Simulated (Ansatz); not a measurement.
# F on Ag(110): change of the work function, part 3 of 4

Aim: the work function of Ag(110) at several coverages of F (shortbridge site), and the dipole that each adsorbate carries.

Ansatz 0.2.0; plane-wave DFT, r2SCAN, Ansatz PAW (the session's first sound run).

So far, work function, upper face (eV): step 2 (the clean slab) 4.16; step 3 (21 atoms, coverage 0.25 ML, cell 2x2) 5.42.

### Step 4. The covered slab, k-mesh 4×5×1, coverage 0.5 ML

System of this step: Ag10F (F/Ag(110)). The cell holds 22 atoms: 20 Ag and 2 F. Its edges and angles: a = 8.180 Å, b = 5.784 Å, c = 25.124 Å, α = 90.0°, β = 90.0°, γ = 90.0°. Vacuum lies along c.

Another coverage, to see how the dipoles act on each other as their distance changes.

Contents of input.yaml:

```yaml
crystal:
  lattice:
    - [8.18, 0.0, 0.0]
    - [0.0, 5.7841334702, 0.0]
    - [0.0, 0.0, 25.124299361]
  atoms:
    - { symbol: Ag, position: [0.0, 0.0, 0.3582189446] }
    - { symbol: Ag, position: [0.25, 0.25, 0.4157741165] }
    - { symbol: Ag, position: [0.0, 0.0, 0.4728105184] }
    - { symbol: Ag, position: [0.25, 0.25, 0.5330765094] }
    - { symbol: Ag, position: [0.0, 0.0, 0.5856419183] }
    - { symbol: Ag, position: [0.0, 0.5, 0.3582189446] }
    - { symbol: Ag, position: [0.25, 0.75, 0.4157741165] }
    - { symbol: Ag, position: [0.0, 0.5, 0.4728105184] }
    - { symbol: Ag, position: [0.25, 0.75, 0.5330765094] }
    - { symbol: Ag, position: [0.0, 0.5, 0.5856419183] }
    - { symbol: Ag, position: [0.5, 0.0, 0.3582189446] }
    - { symbol: Ag, position: [0.75, 0.25, 0.4157741165] }
    - { symbol: Ag, position: [0.5, 0.0, 0.4728105184] }
    - { symbol: Ag, position: [0.75, 0.25, 0.5330765094] }
    - { symbol: Ag, position: [0.5, 0.0, 0.5856419183] }
    - { symbol: Ag, position: [0.5, 0.5, 0.3582189446] }
    - { symbol: Ag, position: [0.75, 0.75, 0.4157741165] }
    - { symbol: Ag, position: [0.5, 0.5, 0.4728105184] }
    - { symbol: Ag, position: [0.75, 0.75, 0.5330765094] }
    - { symbol: Ag, position: [0.5, 0.5, 0.5856419183] }
    - { symbol: F, position: [0.0, 0.25, 0.6417810554] }
    - { symbol: F, position: [0.5, 0.75, 0.6417810554] }
kpoints:
  mp_grid: { grid: [4, 5, 1] }
hamiltonian:
  xc: r2scan
scf:
  occupations: { method: fermi_dirac, width: 0.1 }
  convergence: { dr2_threshold: 1.0e-08 }
efield:
  axis: 3
  dipole_correction: true
  ramp_position: 0.97
  ramp_width: 0.06
relax:
  f_tol: 0.02
  max_steps: 60
  constraints: [{ sites: [0, 1, 5, 6, 10, 11, 15, 16] }]
output:
  bader: true
  dos: { projected: true, e_range: [-8, 4] }
  write_potential: true
  write_density: true
  volumetric_format: npy
```

The run is started by

```bash
> ansatz run input.yaml --threads 4 --pin off --max-ram 12288MiB --backend cpu --events-out ev --progress --plain --runs-dir out
```

Numbers of over 12 decimals in the logs are rounded to 6 here.

What it wrote:

```text
[...]
Crystal: 22 atoms, lattice volume = 1188.736 Å³
Basis set: ecut = 500 eV, 30199 PW (Γ), exchange–correlation on 240×180×768 points (64 copies of the dense FFT grid, shifted against one another)
Bands: 237, of which v1, the nominal top of the filled ones, is band 197 counted from 1 (196 counted from 0)
Symmetry: 8 space group operations
[...]
k-points: 9 of 20
[...]
SCF iter   1: F=—  HF=-153691.318060 eV  |F-HF|=—  |Δ(HF+E_count)|=         —  Δρ=6.70e-3  dr2=6.67e-1  dr2_τ=9.22e-2  ethr=1.77e-3  p=-0.556 e·Å  D=-8.46e-2 V/Å  ΔV_dip=2.13 eV  dr2_dipole=6.36e-2  V_vac-E_F(+/−)=6.14/4.01 eV  ⟨swp⟩=8.2  Hψ=9042  notcnv=0  defer=156
[...]
SCF iter  10: F=-153691.305558 eV  HF=-153691.305558 eV  |F-HF|=8.35e-9  |Δ(HF+E_count)|=   6.69e-8  Δρ=4.44e-7  dr2=2.33e-9  dr2_τ=1.43e-10  ethr=2.54e-12  p=-0.488 e·Å  D=-7.43e-2 V/Å  ΔV_dip=1.87 eV  dr2_dipole=1.49e-10  V_vac-E_F(+/−)=6.01/4.14 eV  ⟨swp⟩=20.3  Hψ=17166  notcnv=0
SCF 1 converged in 10 iterations: F = -153691.305558 eV  dr2 = 2.33e-9
[...]
relax step   1: F+E_penalty+E_count = -153691.30555783 eV  Δ(F+E_penalty+E_count) = +0.000e0 eV  max|allowed force component| = 2.202e0 eV/Å  Δτ_max = 0.0000 Å  (10 SCF iters, accepted)
[...]
SCF iter  10: F=-153691.766714 eV  HF=-153691.766714 eV  |F-HF|=6.66e-9  |Δ(HF+E_count)|=   2.49e-8  Δρ=6.19e-7  dr2=4.41e-9  dr2_τ=3.64e-10  ethr=2.54e-12  p=-0.569 e·Å  D=-8.66e-2 V/Å  ΔV_dip=2.18 eV  dr2_dipole=2.02e-11  V_vac-E_F(+/−)=6.33/4.15 eV  ⟨swp⟩=17.0  Hψ=15620  notcnv=0
SCF 2 converged in 10 iterations: F = -153691.766714 eV  dr2 = 4.41e-9
relax step   2: F+E_penalty+E_count = -153691.76671358 eV  Δ(F+E_penalty+E_count) = -4.612e-1 eV  max|allowed force component| = 4.891e-1 eV/Å  Δτ_max = 0.1359 Å  (10 SCF iters, accepted)
SCF iter   1: F=—  HF=-153691.465042 eV  |F-HF|=—  |Δ(HF+E_count)|=         —  Δρ=1.26e-3  dr2=4.31e-2  dr2_τ=7.43e-1  ethr=4.83e-5  p=-0.569 e·Å  D=-8.66e-2 V/Å  ΔV_dip=2.18 eV  dr2_dipole=9.63e-3  V_vac-E_F(+/−)=6.34/4.16 eV  ⟨swp⟩=3.0  Hψ=4543  notcnv=0  defer=215
[...]
SCF iter   9: F=-153691.799318 eV  HF=-153691.799318 eV  |F-HF|=5.82e-9  |Δ(HF+E_count)|=   2.24e-8  Δρ=4.23e-7  dr2=2.12e-9  dr2_τ=1.67e-10  ethr=2.54e-12  p=-0.609 e·Å  D=-9.26e-2 V/Å  ΔV_dip=2.33 eV  dr2_dipole=9.98e-11  V_vac-E_F(+/−)=6.48/4.15 eV  ⟨swp⟩=15.4  Hψ=15751  notcnv=0
SCF 3 converged in 9 iterations: F = -153691.799318 eV  dr2 = 2.12e-9
[...]
relax step   3: F+E_penalty+E_count = -153691.79931754 eV  Δ(F+E_penalty+E_count) = -3.260e-2 eV  max|allowed force component| = 1.191e-1 eV/Å  Δτ_max = 0.0328 Å  (9 SCF iters, accepted)
SCF iter   1: F=—  HF=-153691.727781 eV  |F-HF|=—  |Δ(HF+E_count)|=         —  Δρ=6.69e-4  dr2=5.21e-3  dr2_τ=1.72e-1  ethr=2.85e-5  p=-0.609 e·Å  D=-9.26e-2 V/Å  ΔV_dip=2.33 eV  dr2_dipole=1.58e-5  V_vac-E_F(+/−)=6.48/4.16 eV  ⟨swp⟩=2.4  Hψ=4326  notcnv=0  defer=215
[...]
SCF iter   8: F=-153691.802178 eV  HF=-153691.802178 eV  |F-HF|=9.40e-9  |Δ(HF+E_count)|=   9.26e-9  Δρ=4.65e-7  dr2=2.06e-9  dr2_τ=2.28e-10  ethr=2.54e-12  p=-0.629 e·Å  D=-9.57e-2 V/Å  ΔV_dip=2.41 eV  dr2_dipole=2.89e-11  V_vac-E_F(+/−)=6.56/4.16 eV  ⟨swp⟩=12.2  Hψ=15486  notcnv=0
SCF 4 converged in 8 iterations: F = -153691.802178 eV  dr2 = 2.06e-9
relax step   4: F+E_penalty+E_count = -153691.80217764 eV  Δ(F+E_penalty+E_count) = -2.860e-3 eV  max|allowed force component| = 1.265e-2 eV/Å  Δτ_max = 0.0207 Å  (8 SCF iters, accepted)
[...]
SCF iter   3: F=-153691.802178 eV  HF=-153691.802178 eV  |F-HF|=1.60e-9  |Δ(HF+E_count)|=  1.16e-10  Δρ=1.72e-7  dr2=3.43e-10  dr2_τ=2.11e-11  ethr=1.00e-12  p=-0.629 e·Å  D=-9.57e-2 V/Å  ΔV_dip=2.41 eV  dr2_dipole=1.74e-12  V_vac-E_F(+/−)=6.56/4.16 eV  ⟨swp⟩=6.0  Hψ=12451  notcnv=0
SCF 5 converged in 3 iterations: F = -153691.802178 eV  dr2 = 3.43e-10
[...]
SCF converged after 3 iterations
[...]
Free energy (F): -153691.802178 eV
[...]
Internal energy: -153691.618816 eV  (E = F + TS)
E sigma→0 (E₀):  -153691.710497 eV
Entropy (-TS):   -0.183361 eV (-8.335 meV/atom)
Fermi energy:    1.298498 eV
Dipole field:    D = -0.095745 V/Å  (p = -0.628985 e·Å, saw-weighted, corrected)
Work function:   Φ+ = 6.5610 eV   Φ− = 4.1555 eV
[...]
--- Forces (eV/Å), atoms counted from 1 ---
  atom   1  Ag     0.00000000     0.02540518     0.29726723
  atom   2  Ag    -0.02743176    -0.00000000    -0.30388693
  atom   3  Ag     0.00000000     0.00294599     0.00965209
  atom   4  Ag     0.00245410    -0.00000000     0.00711465
  atom   5  Ag    -0.00000000    -0.01061438    -0.00382773
  atom   6  Ag     0.00000000    -0.02540518     0.29726723
  atom   7  Ag     0.02743176    -0.00000000    -0.30388693
  atom   8  Ag     0.00000000    -0.00294599     0.00965209
  atom   9  Ag    -0.00245410    -0.00000000     0.00711465
  atom  10  Ag     0.00000000     0.01061438    -0.00382773
  atom  11  Ag     0.00000000    -0.02540518     0.29726723
  atom  12  Ag     0.02743176    -0.00000000    -0.30388693
  atom  13  Ag     0.00000000    -0.00294599     0.00965209
  atom  14  Ag    -0.00245410    -0.00000000     0.00711465
  atom  15  Ag     0.00000000     0.01061438    -0.00382773
  atom  16  Ag     0.00000000     0.02540518     0.29726723
  atom  17  Ag    -0.02743176    -0.00000000    -0.30388693
  atom  18  Ag     0.00000000     0.00294599     0.00965209
  atom  19  Ag     0.00245410    -0.00000000     0.00711465
  atom  20  Ag    -0.00000000    -0.01061438    -0.00382773
  atom  21  F      0.00000000     0.00000000    -0.01264988
  atom  22  F      0.00000000     0.00000000    -0.01264988
  max |Σ_I F_I| component: 2.25e-5 eV/Å
--- Band table (eV; the first three rows and the last of 9) ---
  k-point 0: bands = [... 193 lower, 0.1686, 0.3954, 1.0904, 1.1554, 1.9234, 2.1229, 2.1341, 2.1431, ... 36 higher]
  k-point 1: bands = [... 193 lower, -0.2139, 0.3267, 0.6244, 0.6818, 1.3330, 1.3940, 2.3340, 2.6146, ... 36 higher]
  k-point 2: bands = [... 193 lower, -0.3093, 0.1590, 0.2553, 0.7578, 0.9441, 1.3715, 1.8431, 1.9532, ... 36 higher]
  k-point 8: bands = [... 193 lower, -0.6834, 0.1948, 0.1948, 1.5408, 1.5408, 2.4739, 2.4739, 2.6166, ... 36 higher]
--- Relaxed structure (4 steps of the walk, 4 accepted, 0 SCFs on fresh bases) ---
  F+E_penalty+E_count = -153691.80217764 eV   max|allowed force component| = 1.265e-2 eV/Å
  atoms:
    - { symbol: Ag, position: [0.0, 0.0, 0.358219] }
    - { symbol: Ag, position: [0.25, 0.25, 0.415774] }
    - { symbol: Ag, position: [0.0, 0.00244784, 0.474793] }
    - { symbol: Ag, position: [0.253108, 0.25, 0.531745] }
    - { symbol: Ag, position: [0, -0.011394, 0.588876] }
    - { symbol: Ag, position: [0.0, 0.5, 0.358219] }
    - { symbol: Ag, position: [0.25, 0.75, 0.415774] }
    - { symbol: Ag, position: [0, 0.497552, 0.474793] }
    - { symbol: Ag, position: [0.246892, 0.75, 0.531745] }
    - { symbol: Ag, position: [0, 0.511394, 0.588876] }
    - { symbol: Ag, position: [0.5, 0.0, 0.358219] }
    - { symbol: Ag, position: [0.75, 0.25, 0.415774] }
    - { symbol: Ag, position: [0.5, -0.00244784, 0.474793] }
    - { symbol: Ag, position: [0.746892, 0.25, 0.531745] }
    - { symbol: Ag, position: [0.5, 0.011394, 0.588876] }
    - { symbol: Ag, position: [0.5, 0.5, 0.358219] }
    - { symbol: Ag, position: [0.75, 0.75, 0.415774] }
    - { symbol: Ag, position: [0.5, 0.502448, 0.474793] }
    - { symbol: Ag, position: [0.753108, 0.75, 0.531745] }
    - { symbol: Ag, position: [0.5, 0.488606, 0.588876] }
    - { symbol: F, position: [0, 0.25, 0.649316] }
    - { symbol: F, position: [0.5, 0.75, 0.649316] }
--- Bader charges: 22 sites ---
  site symbol  charge [e]  shift [e]
     0     Ag     -0.0163     0.0000
     1     Ag     -0.0017     0.0000
     2     Ag      0.0431     0.0000
     3     Ag      0.0366     0.0000
     4     Ag      0.2807     0.0002
     5     Ag     -0.0163     0.0000
     6     Ag     -0.0017     0.0000
     7     Ag      0.0432     0.0000
     8     Ag      0.0366     0.0000
     9     Ag      0.2807     0.0002
    10     Ag     -0.0163     0.0000
    11     Ag     -0.0017     0.0000
    12     Ag      0.0432     0.0000
    13     Ag      0.0366     0.0000
    14     Ag      0.2807     0.0002
    15     Ag     -0.0163     0.0000
    16     Ag     -0.0017     0.0000
    17     Ag      0.0432     0.0000
    18     Ag      0.0366     0.0000
    19     Ag      0.2807     0.0002
    20      F     -0.6851     0.0005
    21      F     -0.6851     0.0005
  estimated error of the sums over rays = 1.9e-4 e
```

The job ended after 16 min (4 threads of Arm Neoverse V1, shared host; peak memory 10 GiB).

The steps of the relaxation:

```tsv
step	energy less that of the first step (eV)	largest force component (eV/Å)
1	0.0000	2.2024
2	-0.4612	0.4891
3	-0.4938	0.1191
4	-0.4966	0.0126
```

The run keeps the 8 symmetry operations that it works with, so distortions that break them were not tested.

The atoms that moved most (Å):

```tsv
atom	dx	dy	dz	length
F21	0.000	0.000	0.189	0.189
F22	0.000	0.000	0.189	0.189
Ag10	0.000	0.066	0.081	0.105
Ag5	0.000	-0.066	0.081	0.105
Ag15	0.000	0.066	0.081	0.105
Ag20	0.000	-0.066	0.081	0.105
Ag18	0.000	0.014	0.050	0.052
Ag3	0.000	0.014	0.050	0.052
```

Final coordinates:

```
Ag F
1.0
     8.18000    0.00000    0.00000
     0.00000    5.78413    0.00000
     0.00000    0.00000   25.12430
Ag F
20 2
Direct
  0.00000 0.00000 0.35822
  0.25000 0.25000 0.41577
  0.00000 0.00245 0.47479
  0.25311 0.25000 0.53174
  0.00000 0.98861 0.58888
  0.00000 0.50000 0.35822
  0.25000 0.75000 0.41577
  0.00000 0.49755 0.47479
  0.24689 0.75000 0.53174
  0.00000 0.51139 0.58888
  0.50000 0.00000 0.35822
  0.75000 0.25000 0.41577
  0.50000 0.99755 0.47479
  0.74689 0.25000 0.53174
  0.50000 0.01139 0.58888
  0.50000 0.50000 0.35822
  0.75000 0.75000 0.41577
  0.50000 0.50245 0.47479
  0.75311 0.75000 0.53174
  0.50000 0.48861 0.58888
  0.00000 0.25000 0.64932
  0.50000 0.75000 0.64932
```

Numbers from this step:

| Item | Value |
| --- | --- |
| energy at zero smearing | -153691.7105 eV |
| work function, upper face | 6.561 eV |
| work function, lower face | 4.155 eV |
| dipole along the normal | -0.6290 e·Å |
| step between the vacuum levels | 2.406 eV |

The density of states has structure finer than the step of the table below, so its rows give means over 0.5 eV, whole bins alone (the curve runs from -8 to 1.98 eV). Peaks (eV: height): -5.38: 87.4, -5.17: 120, -4.42: 84.5, -4.15: 114, -4.03: 125, -3.73: 89.9, -3.34: 89.4.

Density of states against energy, zero at the Fermi level; means over each step:

```tsv
energy (eV)	density of states (states/eV a cell)
-7.5	9.3e-4
-7.0	1.87
-6.5	17.3
-6.0	49.2
-5.5	48.8
-5.0	71.1
-4.5	62.3
-4.0	69.0
-3.5	74.2
-3.0	19.8
-2.5	19.3
-2.0	7.19
-1.5	3.19
-1.0	5.17
-0.5	5.74
0.0	5.81
0.5	5.91
1.0	5.15
1.5	5.61
```

Projected DOS per atom over height of the atomic layer and energy from the Fermi level. Layers: Ag4 Ag4 Ag4 Ag4 Ag4 F2 from below.

Values in states/eV, 22 rows by 6 columns, each cell a mean:
```
0.20 0.15 0.11 0.11 0.21 0.04
0.22 0.17 0.13 0.15 0.20 0.04
0.24 0.12 0.17 0.15 0.16 0.06
0.22 0.24 0.25 0.23 0.16 0.08
0.27 0.18 0.21 0.19 0.19 0.09
0.32 0.22 0.23 0.20 0.25 0.12
0.30 0.17 0.20 0.19 0.24 0.17
0.17 0.12 0.12 0.09 0.15 0.11
0.25 0.25 0.17 0.18 0.35 0.42
0.22 0.20 0.21 0.39 1.76 2.96
0.16 0.18 0.19 0.35 1.12 1.70
2.23 2.12 2.19 2.46 3.94 0.39
4.93 3.75 2.47 2.85 3.06 0.90
4.61 2.18 3.06 2.42 3.46 0.98
4.14 3.00 3.38 3.14 2.94 1.11
3.12 3.68 2.66 4.15 2.53 1.93
2.00 3.06 2.10 2.63 1.80 1.12
1.08 3.22 4.03 2.95 1.14 0.53
0.34 1.55 2.53 1.63 0.43 0.12
0.04 0.14 0.22 0.14 0.04 0.01
0.01 0.02 0.04 0.02 0.01 0.00
0.00 0.00 0.00 0.00 0.00 0.00
```
Columns: height of the atomic layer (Å) from 9 to 16.3; rows upwards: energy from the Fermi level (eV) from -7.96 to 1.95.

The relaxation took 4 steps and lowered the energy by 0.50 eV; the largest force on the free atoms ends at 0.013 eV/Å.

The covered face has 6.56 eV, +2.40 eV against the clean one; the bare back face has moved by +0.03 eV, a measure of how thin the slab is.

### Step 5. The covered slab, k-mesh 7×10×1, coverage 1 ML

System of this step: Ag5F (F/Ag(110)). The cell holds 6 atoms: 5 Ag and 1 F. Cell: a = 4.090 Å, b = 2.892 Å, c = 25.124 Å, α = 90.0°, β = 90.0°, γ = 90.0°. Vacuum lies along c.

Another coverage, to see how the dipoles act on each other as their distance changes.

input.yaml, the sections that differ from step 4:

```yaml
crystal:
  lattice:
    - [4.09, 0.0, 0.0]
    - [0.0, 2.8920667351, 0.0]
    - [0.0, 0.0, 25.124299361]
  atoms:
    - { symbol: Ag, position: [0.0, 0.0, 0.3582189446] }
    - { symbol: Ag, position: [0.5, 0.5, 0.4157741165] }
    - { symbol: Ag, position: [0.0, 0.0, 0.4728105184] }
    - { symbol: Ag, position: [0.5, 0.5, 0.5330765094] }
    - { symbol: Ag, position: [0.0, 0.0, 0.5856419183] }
    - { symbol: F, position: [0.0, 0.5, 0.6417810554] }
kpoints:
  mp_grid: { grid: [7, 10, 1] }
relax:
  f_tol: 0.02
  max_steps: 60
  constraints: [{ sites: [0, 1] }]
output:
  bader: true
  write_potential: true
  write_density: true
  volumetric_format: npy
# hamiltonian, scf, efield: as in step 4
```

What it wrote:

```text
[...]
Crystal: 6 atoms, lattice volume = 297.184 Å³
Basis set: ecut = 500 eV, 7547 PW (Γ), exchange–correlation on 120×96×768 points (64 copies of the dense FFT grid, shifted against one another)
Bands: 62, of which v1, the nominal top of the filled ones, is band 51 counted from 1 (50 counted from 0)
Symmetry: 4 space group operations
[...]
- { symbol: Ag, position: [0.0, 0.0, 0.587546] }
    - { symbol: F, position: [0.0, 0.5, 0.648807] }
--- Bader charges: 6 sites ---
  site symbol  charge [e]  shift [e]
     0     Ag     -0.0178     0.0000
     1     Ag     -0.0010     0.0000
     2     Ag      0.0521     0.0000
     3     Ag      0.0874     0.0000
     4     Ag      0.4844     0.0003
     5      F     -0.6051     0.0003
  estimated error of the sums over rays = 1.8e-4 e
[key lines of the parts left out:]
SCF converged after 6 iterations
Free energy (F): -38827.075392 eV
Fermi energy:    0.406551 eV
Dipole field:    D = -0.197474 V/Å  (p = -0.324320 e·Å, saw-weighted, corrected)
Work function:   Φ+ = 9.1532 eV   Φ− = 4.1918 eV
```

Elapsed: 2.8 min, on 4 threads; peak memory 1.5 GiB.

Relaxation path:

```tsv
step	energy less that of the first step (eV)	largest force component (eV/Å)
1	0.0000	1.9144
2	-0.1223	0.5047
3	-0.1361	0.0681
4	-0.1363	0.0246
5	-0.1364	0.0019
```

The run keeps the 4 symmetry operations that it works with, so distortions that break them were not tested.

The atoms that moved most (Å):

```tsv
atom	dx	dy	dz	length
F6	0.000	0.000	0.177	0.177
Ag4	0.000	0.000	-0.049	0.049
Ag5	0.000	0.000	0.048	0.048
Ag3	0.000	0.000	0.047	0.047
```

The relaxed structure:

```xyz
6
Lattice="4.0900 0.0000 0.0000 0.0000 2.8921 0.0000 0.0000 0.0000 25.1243" Properties=species:S:1:pos:R:3
Ag    0.0000    0.0000    9.0000
Ag    2.0450    1.4460   10.4460
Ag    0.0000    0.0000   11.9263
Ag    2.0450    1.4460   13.3445
Ag    0.0000    0.0000   14.7617
F     0.0000    1.4460   16.3008
```

Running mean over 1.446 Å of the planar mean; the ramp of the sawtooth is left out. Table of electron's electrostatic potential energy less the Fermi level by z:

z (Å), electron's electrostatic potential energy less the Fermi level (eV) and a bar from the least value:
```
        4       4.19 ####################
        5       4.19 ####################
        6       4.17 ####################
        7       3.90 ####################
        8       0.80 #############
        9      -4.94 ##
       10      -5.88 
       11      -5.82 
       12      -6.03 
       13      -6.00 
       14      -5.75 #
       15      -3.28 #####
       16       2.22 ################
       17       6.91 ##########################
       18       9.11 ##############################
       19       9.15 ##############################
       20       9.15 ##############################
       21       9.15 ##############################
       22       9.15 ##############################
```

The relaxation took 5 steps and lowered the energy by 0.14 eV; the largest force on the free atoms ends at 0.0019 eV/Å.

The covered face has 9.15 eV, +4.99 eV against the clean one; the bare back face has moved by +0.07 eV, a measure of how thin the slab is.

### Step 6. Work function against coverage

This step: plane-wave DFT, r2SCAN, Ansatz PAW; work function against coverage (Ansatz 0.2.0).

The runs are now put side by side.

This step gave:

```yaml
work_function_of_the_clean_face: 4.163 eV
largest_change_of_the_work_function: 4.990 eV
```

Work function of the covered face against coverage:

```tsv
coverage (adsorbates/nm²)	work function of the covered face (eV)
0.00	4.16
2.11	5.42
4.23	6.56
8.45	9.15
```

The dipole per adsorbate comes from the change of the cell's dipole. Coverage, by row:

```tsv
coverage (1/nm²)	coverage (ML)	work function (eV)	change (eV)	dipole per adsorbate, positive end outwards (debye)	mean height of the added atoms over the highest substrate atom (Å)
2.114	0.25	5.418	1.255	-1.549	1.562
4.227	0.5	6.561	2.398	-1.487	1.519
8.454	1	9.153	4.99	-1.546	1.539
```

[end of part 3 of 4]

[Logs are printed without paths, hosts, clocks, repeated set-up lines and the standing remarks that a program may print on its own settings, such as how far it seeks lower states.]

[Hosts, paths, dates, database ids (printed as entryN), source tags and the programs' standing remarks are cut or masked in the printed files.]

[Maps of the electrostatic potential energy from Ansatz leave out the sawtooth potential of an applied field or a dipole correction, so their vacuum need not be flat; planar profiles and work functions include it.]
